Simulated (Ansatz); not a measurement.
## Sn (Fd-3m, 2 atoms in the cell): zone-centre modes under pressure

Aim: how do the optical modes of Sn (Fd-3m, 2 atoms in the cell) move with volume?

Program: Ansatz 0.2.0. Level of theory: DFT r2SCAN, scalar-relativistic, plane waves, PAW; PAW set soft_1. Results are calculated unless marked as measured.

Report form: the programs' logs are mostly left out.

The database entry behind the starting cell differs from later determinations by our own check (about 0.3 % short, nanocrystals), so it need not match the best structure at ambient conditions.

### 1. The starting structure

It takes space group Fd-3m (No. 227, cubic). Conventional cell: a = 6.467 Å, b = 6.467 Å, c = 6.467 Å, α = 90.00°, β = 90.00°, γ = 90.00°. Nearest to Sn lie 4 Sn at 2.80 Å.

### 2. Bringing the structure to rest

The cell and atoms are relaxed, since residual forces and stress would shift the frequencies.

Contents of input.yaml:

```yaml
crystal:
  lattice:
    - [0.0, 3.2333428, 3.2333428]
    - [3.2333428, 0.0, 3.2333428]
    - [3.2333428, 3.2333428, 0.0]
  atoms:
    - { symbol: Sn, position: [0.5, 0.5, 0.5] }
    - { symbol: Sn, position: [0.75, 0.75, 0.75] }
kpoints:
  mp_grid: { grid: [12, 12, 12] }
hamiltonian:
  xc: r2scan
  pseudopotentials: { kind: paw, azcp: { folder: soft_1 } }
scf:
  occupations: { method: gaussian, width: 0.1 }
output:
  forces: true
  stress: true
  eigenvalues: true
  write_density: true
  write_potential: true
  elf: true
  volumetric_format: npy
relax:
  adjacent_minimum: "off"
  f_tol: 0.005
  max_steps: 80
  cell: { stress_tol: 0.05 }
```

Command:

```sh
> ansatz run input.yaml --threads 4 --pin off --max-ram 10240MiB --backend cpu --events-out ev --progress --plain --runs-dir out
```

Elapsed: 13 s, on 4 threads of Intel Xeon at 2.60GHz (Ice Lake), shared host; peak memory 0.67 GiB; 46 s of CPU time.

Relaxation path:

```
step  energy less that of the first step (eV)  largest force component (eV/Å)  pressure (GPa)  volume (Å³)
   1                                   0.0000                          0.0000            2.24        67.61
   2                                  -0.0123                          0.0000           -1.25        73.12
   3                                  -0.0214                          0.0000           -0.12        71.04
   4                                  -0.0215                          0.0000            0.00        70.84
  5*                                  -0.0216                          0.0000            0.00        70.84
```

Relaxation steps marked * repeat the geometry before them on a plane-wave basis chosen anew for their cell, so energy and pressure can jump there.

The run keeps the 48 symmetry operations that it works with, so distortions that break them were not tested.

```
conventional cell, symmetrised  before  after  change
                         a (Å)   6.467  6.568  +1.6 %
                         b (Å)   6.467  6.568  +1.6 %
                         c (Å)   6.467  6.568  +1.6 %
              volume (Å³/atom)   33.80  35.42  +4.8 %
```

The relaxed structure:

```xyz
2
Lattice="0.0000 3.2841 3.2841 3.2841 0.0000 3.2841 3.2841 3.2841 0.0000" Properties=species:S:1:pos:R:3 pbc="T T T"
Sn    3.2841    3.2841    3.2841
Sn    4.9262    4.9262    4.9262
```

Numbers from this step:

- pressure: -0.002734 GPa
- volume per atom: 35.42 Å³
- gap on the k-mesh: 0 eV

ELF in the ac plane of a cell with a along [110], b along [-110] and c along [001] of the cube at fractional y = 0.000, with atoms of Sn within 0.2 Å of it. It is the smooth field of the valence electrons, not physical close to the nuclei.

Ten even steps from '0' (0.00) to '9' (0.61), each cell a mean:
```
01456434565200145643456520
23554211355422355421135542
45552000145554555200014555
66531000024566653100002456
44210000002344421000000234
11000000000111100000000011
00000000000000000000000000
00000111100000000011110000
00012344310000001234431000
00135666542000013566654200
00255545554100025554555410
12455322455311245532245531
34654100256533465410025653
67863000258866786300025886
57985201369865798520136986
45797434699644579743469964
02589756896310258975689631
00368766885200036876688520
```
Columns run along a (9.3 Å), rows up along c (6.6 Å), edges of the conventional cell, whose origin can differ from the input's. Atoms in or near the plane, at fractional coordinates: Sn at (0.00, 0.00), Sn at (0.50, 0.00), Sn at (0.25, 0.25), Sn at (0.75, 0.25).

Valence density in the ac plane of a cell with a along [110], b along [-110] and c along [001] of the cube at fractional y = 0.000, with atoms of Sn within 0.2 Å of it. It is the smooth field of the valence electrons, not physical close to the nuclei.

Ten steps, logarithmic in the rise over the least value, from '0' (0 e/Å³) to '9' (11 e/Å³), each cell a mean:
```
98521000113699852100011369
75310000012467531000001246
33210000001233321000000123
11100000000111110000000011
10000000000001000000000000
00000000000000000000000000
00000000000000000000000000
00000000000000000000000000
00000000000000000000000000
00001111100000000111110000
00012333210000001233321000
00013576421000001357642100
00125899631100012589963110
11225899732111122589973211
22234788532222223478853222
54333455333355433345533335
87432222223588743222222358
98522111123799852211112379
```
Columns run along a (9.3 Å), rows up along c (6.6 Å), edges of the conventional cell, whose origin can differ from the input's. Atoms in or near the plane, at fractional coordinates: Sn at (0.00, 0.00), Sn at (0.50, 0.00), Sn at (0.25, 0.25), Sn at (0.75, 0.25).

Electrostatic potential energy in the ac plane of a cell with a along [110], b along [-110] and c along [001] of the cube at fractional y = 0.000, with atoms of Sn within 0.2 Å of it. With pseudopotentials it is smooth inside the atoms' cores, unlike the true potential.

Ten even steps from '_' (-20 eV) to '@' (12 eV), each cell a mean:
```
@@--__**%%@@@@@@@@##--__##@@--__**%%@@@@@@@@##--__##
____--##%%@@@@@@@@%%**..______--##%%@@@@@@@@%%**..__
--++##%%@@@@@@@@@@@@%%**----++##%%@@@@@@@@@@@@%%**--
##%%%%@@@@@@@@@@@@@@@@%%%%##%%%%@@@@@@@@@@@@@@@@%%%%
@@@@@@@@@@@@@@@@@@@@@@@@@@@@@@@@@@@@@@@@@@@@@@@@@@@@
@@@@@@@@@@@@@@@@@@@@@@@@@@@@@@@@@@@@@@@@@@@@@@@@@@@@
@@@@@@@@@@@@@@@@@@@@@@@@@@@@@@@@@@@@@@@@@@@@@@@@@@@@
@@@@@@@@@@@@@@@@@@@@@@@@@@@@@@@@@@@@@@@@@@@@@@@@@@@@
@@@@@@@@@@@@@@@@@@@@@@@@@@@@@@@@@@@@@@@@@@@@@@@@@@@@
@@@@@@@@%%%%%%%%%%@@@@@@@@@@@@@@@@%%%%%%%%%%@@@@@@@@
@@@@@@%%##++--==**%%@@@@@@@@@@@@%%##++--==**%%@@@@@@
@@@@%%##--______..**%%@@@@@@@@%%##--______..**%%@@@@
@@@@%%**__--@@##__--%%@@@@@@@@%%**__--@@##__--%%@@@@
%%%%%%**__++@@@@__--##%%%%%%%%%%**__++@@@@__--##%%%%
**####**..__++--__==####****####**..__++--__==####**
__::**##++..____--####==____::**##++..____--####==__
==__::######****####==__--==__::######****####==__--
@@++__**%%%%%%%%%%##::__@@@@++__**%%%%%%%%%%##::__@@
```
Columns run along a (9.3 Å; values clipped at the 3rd and 97th percentile), rows up along c (6.6 Å), edges of the conventional cell, whose origin can differ from the input's. Atoms in or near the plane, at fractional coordinates: Sn at (0.00, 0.00), Sn at (0.50, 0.00), Sn at (0.25, 0.25), Sn at (0.75, 0.25).

In this step the volume went from 33.80 to 35.42 Å³/atom.

### 3. Tight relaxation

At this level the gap closes at Γ, and partly filled states there would soften the modes. So, after a tight relaxation on a Γ-centred mesh that is not shown, the volume is relaxed again on 12×12×12 points shifted off Γ, the mesh of all runs that follow.

Contents of input.yaml:

```yaml
crystal:
  lattice:
    - [0.0, 3.2837473067, 3.2837473067]
    - [3.2837473067, 0.0, 3.2837473067]
    - [3.2837473067, 3.2837473067, 0.0]
  atoms:
    - { symbol: Sn, position: [0.5, 0.5, 0.5] }
    - { symbol: Sn, position: [0.75, 0.75, 0.75] }
kpoints:
  mp_grid: { grid: [12, 12, 12], shift: [0.5, 0.5, 0.5] }
hamiltonian:
  xc: r2scan
  pseudopotentials: { kind: paw, azcp: { folder: soft_1 } }
scf:
  occupations: { method: gaussian, width: 0.015 }
output:
  forces: true
  stress: true
  eigenvalues: true
relax:
  adjacent_minimum: "off"
  f_tol: 0.001
  max_steps: 60
  cell: { stress_tol: 0.01, fix: [shape] }
```

Elapsed: 22 s, on 4 threads; peak memory 0.79 GiB; 83 s of CPU time.

Little changed from the start: no atom moved by 0.005 Å and no cell edge by 0.1 %.

Numbers from this step:

```
pressure          : 7.81e-4 GPa
volume per atom   : 35.41 Å³
gap on the k-mesh : 0.1084 eV
```

The largest force component left is 0.036 meV/Å and the pressure is 0.001 GPa, within the tolerances set. The cell now holds 35.41 Å³/atom.

### 4. Zone-centre response at rest

Phonons follow from the second derivative of the energy, found here by linear response.

The modes at rest are the reference of the series.

input.yaml, the sections that differ from step 3:

```yaml
crystal:
  lattice:
    - [0.0, 3.2839339039, 3.2839339039]
    - [3.2839339039, 0.0, 3.2839339039]
    - [3.2839339039, 3.2839339039, 0.0]
  atoms:
    - { symbol: Sn, position: [0.4999641386, 0.4999641386, 0.4999641386] }
    - { symbol: Sn, position: [0.7500358614, 0.7500358614, 0.7500358614] }
output:
  eigenvalues: true
phonons:
  method: dfpt
# kpoints, hamiltonian, scf: as in step 3
# relax: removed
```

Elapsed: 77 s, on 4 threads; peak memory 3.2 GiB; 4.9 min of CPU time.

Numbers from this step:

```yaml
sum_rule_residual_before_enforcement: 5.94e-5 eV/Å²
highest_optical_mode_at_the_zone_centre_no_lo_to_term: 191.4 cm⁻¹
lowest_optical_zone_centre_mode: 191.1 cm⁻¹
```

Patterns of degenerate modes are one choice out of their space. Modes at Γ:

```
mode  frequency (cm⁻¹)
   1               0.0
   2               0.0
   3               0.0
   4             191.1
   5             191.1
   6             191.4
```

Displacements in mode 4 (191.1 cm⁻¹), the largest set to 1:
```
Sn1  0.00  1.00 -1.00
Sn2  0.00 -1.00  1.00
```

Displacements in mode 6 (191.4 cm⁻¹), the largest set to 1:
```
Sn1 -1.00 -1.00 -1.00
Sn2  1.00  1.00  1.00
```

Before it was imposed, the acoustic sum rule was missed by 5.9e-5 eV/Å². Small misses are needed for a sound result but don't prove that mesh and cutoff are converged. The lowest optical mode is real, 191 cm⁻¹.

### 5. A member of the series: 1.02 times the volume at rest

The cell is set to 1.02 times the volume at rest, and shape and atoms relax at that volume.

input.yaml, the sections that differ from step 4:

```yaml
crystal:
  lattice:
    - [0.0, 3.3056824443, 3.3056824443]
    - [3.3056824443, 0.0, 3.3056824443]
    - [3.3056824443, 3.3056824443, 0.0]
  atoms:
    - { symbol: Sn, position: [0.4999641386, 0.4999641386, 0.4999641386] }
    - { symbol: Sn, position: [0.7500358614, 0.7500358614, 0.7500358614] }
output:
  forces: true
  stress: true
  eigenvalues: true
relax:
  adjacent_minimum: "off"
  f_tol: 0.001
  max_steps: 60
  cell: { stress_tol: 0.01, fix: [volume] }
# kpoints, hamiltonian, scf: as in step 4
# phonons: removed
```

Elapsed: 21 s, on 4 threads; peak memory 0.79 GiB; 80 s of CPU time.

Little changed from the start: no atom moved by 0.005 Å and no cell edge by 0.1 %.

This step gave:

```
pressure          : -0.8097 GPa
volume per atom   : 36.12 Å³
gap on the k-mesh : 0.06317 eV
```

The largest force component left is 0.52 meV/Å, at a pressure of -0.81 GPa.

### 6. Modes of this member: 1.02 times the volume at rest

The zone-centre modes follow for 1.02 times the volume at rest.

input.yaml, the sections that differ from step 5:

```yaml
crystal:
  lattice:
    - [-0.0009006354, 3.3052321879, 3.3052321879]
    - [3.3052321879, -0.0009006354, 3.3052321879]
    - [3.3052321879, 3.3052321879, -0.0009006354]
  atoms:
    - { symbol: Sn, position: [0.4999449245, 0.4999449245, 0.4999449245] }
    - { symbol: Sn, position: [0.7500550755, 0.7500550755, 0.7500550755] }
output:
  eigenvalues: true
phonons:
  method: dfpt
# kpoints, hamiltonian, scf: as in step 5
# relax: removed
```

Elapsed: 79 s, on 4 threads; peak memory 3.3 GiB; 5 min of CPU time.

Numbers from this step:

```yaml
sum_rule_residual_before_enforcement: 1.04e-4 eV/Å²
highest_optical_mode_at_the_zone_centre_no_lo_to_term: 187.1 cm⁻¹
lowest_optical_zone_centre_mode: 186.5 cm⁻¹
```

Patterns of degenerate modes are one choice out of their space. Modes at Γ:

```
mode  frequency (cm⁻¹)
   1               0.0
   2               0.0
   3               0.0
   4             186.5
   5             186.5
   6             187.1
```

The lowest optical mode is real, 186 cm⁻¹, and the highest lies at 187.1 cm⁻¹.

For the highest optical mode at the zone centre (no LO-TO term), step 4 gave 191 cm⁻¹; this run, with volume ratio 1.02, gives 187 cm⁻¹ (-2 %).

### 7. Relaxation of a member: 0.9 times the volume at rest

The cell is set to 0.9 times the volume at rest, and shape and atoms relax at that volume.

input.yaml, the sections that differ from step 6:

```yaml
crystal:
  lattice:
    - [-0.000904167, 3.1701513049, 3.1701513049]
    - [3.1701513049, -0.000904167, 3.1701513049]
    - [3.1701513049, 3.1701513049, -0.000904167]
  atoms:
    - { symbol: Sn, position: [0.4999523388, 0.4999523388, 0.4999523388] }
    - { symbol: Sn, position: [0.7500476612, 0.7500476612, 0.7500476612] }
output:
  forces: true
  stress: true
  eigenvalues: true
relax:
  adjacent_minimum: "off"
  f_tol: 0.001
  max_steps: 60
  cell: { stress_tol: 0.01, fix: [volume] }
# kpoints, hamiltonian, scf: as in step 6
# phonons: removed
```

Run time: 11 s. Hardware: 4 threads; peak memory 0.75 GiB.

Little changed from the start: no atom moved by 0.005 Å and no cell edge by 0.1 %.

Numbers from this step:

| Property | Result |
| --- | --- |
| pressure | 5.834 GPa |
| gap on the k-mesh | 0.3537 eV |
| volume per atom | 31.87 Å³ |

The largest force component left is 0.86 meV/Å, at a pressure of 5.83 GPa.

### 8. Modes of this member: 0.9 times the volume at rest

The zone-centre modes follow for 0.9 times the volume at rest.

Edit input.yaml of step 7 so:

```diff
@@ -16,9 +16,4 @@
 output:
-  forces: true
-  stress: true
   eigenvalues: true
-relax:
-  adjacent_minimum: "off"
-  f_tol: 0.001
-  max_steps: 60
-  cell: { stress_tol: 0.01, fix: [volume] }
+phonons:
+  method: dfpt
```

The job ended after 68 s (4 threads; peak memory 3.1 GiB).

Numbers from this step:

- sum-rule residual before enforcement: 6.02e-5 eV/Å²
- highest optical mode at the zone centre (no LO-TO term): 215.4 cm⁻¹
- lowest optical zone-centre mode: 215.3 cm⁻¹

Patterns of degenerate modes are one choice out of their space. Modes at Γ:

```
mode  frequency (cm⁻¹)
   1               0.0
   2               0.0
   3               0.0
   4             215.3
   5             215.4
   6             215.4
```

The lowest optical mode is real, 215 cm⁻¹, and the highest lies at 215.4 cm⁻¹.

For the highest optical mode at the zone centre (no LO-TO term), step 4 gave 191 cm⁻¹; this run, with volume ratio 0.9, gives 215 cm⁻¹ (+13 %).

### 9. All members side by side

The members are set side by side, also those not shown above.

Each row is one cell with its response, relaxed at fixed volume as far as symmetry leaves anything free; energies are extrapolated to zero smearing, and E0 is that at rest; members with a gap under 0.05 eV are left out; shape and atoms are relaxed in each cell where symmetry leaves them free; all runs use 12×12×12 k points and Gaussian smearing of 0.015 eV. State of the crystal along the series:

```
volume ratio  V (Å³/atom)  pressure (GPa)  E - E0 (meV/atom)  first cell vector (Å)  third cell vector (Å)
         0.9        31.87           5.833              58.23                  4.483                  4.483
        0.92        32.58           4.379              35.72                  4.516                  4.516
        0.94        33.29           3.086              19.27                  4.549                  4.549
        0.96           34           1.935              8.226                  4.581                  4.581
        0.98        34.71          0.9116              1.977                  4.612                  4.612
        0.99        35.06          0.4429             0.4851                  4.628                  4.628
           1        35.41         7.81e-4                  0                  4.644                  4.644
        1.02        36.12         -0.8097              1.823                  4.674                  4.674
```

Each mode is tracked from rest by its pattern, and modes that stay within 0.3 cm⁻¹ of each other stand once; members with a gap under 0.05 eV are left out; shape and atoms are relaxed in each cell where symmetry leaves them free; all runs use 12×12×12 k points and Gaussian smearing of 0.015 eV. Optical modes along the series:

```
V (Å³/atom)  mode 4 (cm⁻¹)  mode 6 (cm⁻¹)
      31.87          215.4          215.3
      32.58          210.2          210.2
      33.29          205.2          205.2
         34          200.3          200.5
      34.71          195.6          195.9
      35.06          193.3          193.7
      35.41          191.1          191.4
      36.12          186.5          187.1
```

From cubic fits (parabolas where under five rows exist) of ln ω and P against ln V through the rows within about 4 % of rest: γ = −d ln ω / d ln V and dω/dP = γ ω / B. Slopes at rest:

```
  mode  fitted frequency at rest (cm⁻¹)  Grüneisen parameter γ  dω/dP (cm⁻¹/GPa)
mode 4                            191.1                   1.18              5.26
mode 6                            191.4                   1.15              5.14
```

### 10. Summary of results

| Property | Result |
| --- | --- |
| members | 8 |
| highest optical mode at the zone centre (no LO-TO term), at rest | 191.4 cm⁻¹ |
| bulk modulus at rest | 42.9 GPa |
| mode 4, γ | 1.18 |
| mode 6, γ | 1.15 |

The series spans -0.8 to 5.8 GPa, and the slope at rest gives a bulk modulus of 43 GPa. Among the modes in the table of slopes γ runs from 1.15 (mode 6) to 1.18 (mode 4). One k mesh and one cutoff serve the ground states and modes of all volumes. At volume ratio 1.04 and 1.06 the gap on the mesh is under 0.05 eV, where mesh and smearing no longer suit, so these members are left out. These are harmonic frequencies at zero temperature: anharmonic shifts, linewidths and thermal expansion are left out. Spin-orbit coupling is left out, which can matter for the heavy elements here. The PAW files were made for PBE; the program adapts parts of them to the functional of the run, but their partial waves stay those of PBE, an approximation that was not tested in this session. Only the zone centre was solved, so an instability at another wavevector cannot show here. The k mesh is shifted off Γ, so the gap on the mesh misses a band edge that lies there. The shift also lowers the symmetry that the program can use, which splits degenerate modes slightly; labels are left out.

[Logs are printed without paths, hosts, clocks, repeated set-up lines and the standing remarks that a program may print on its own settings, such as how far it seeks lower states.]

[Hosts, paths, dates, database ids (printed as entryN), source tags and the programs' standing remarks are cut or masked in the printed files.]
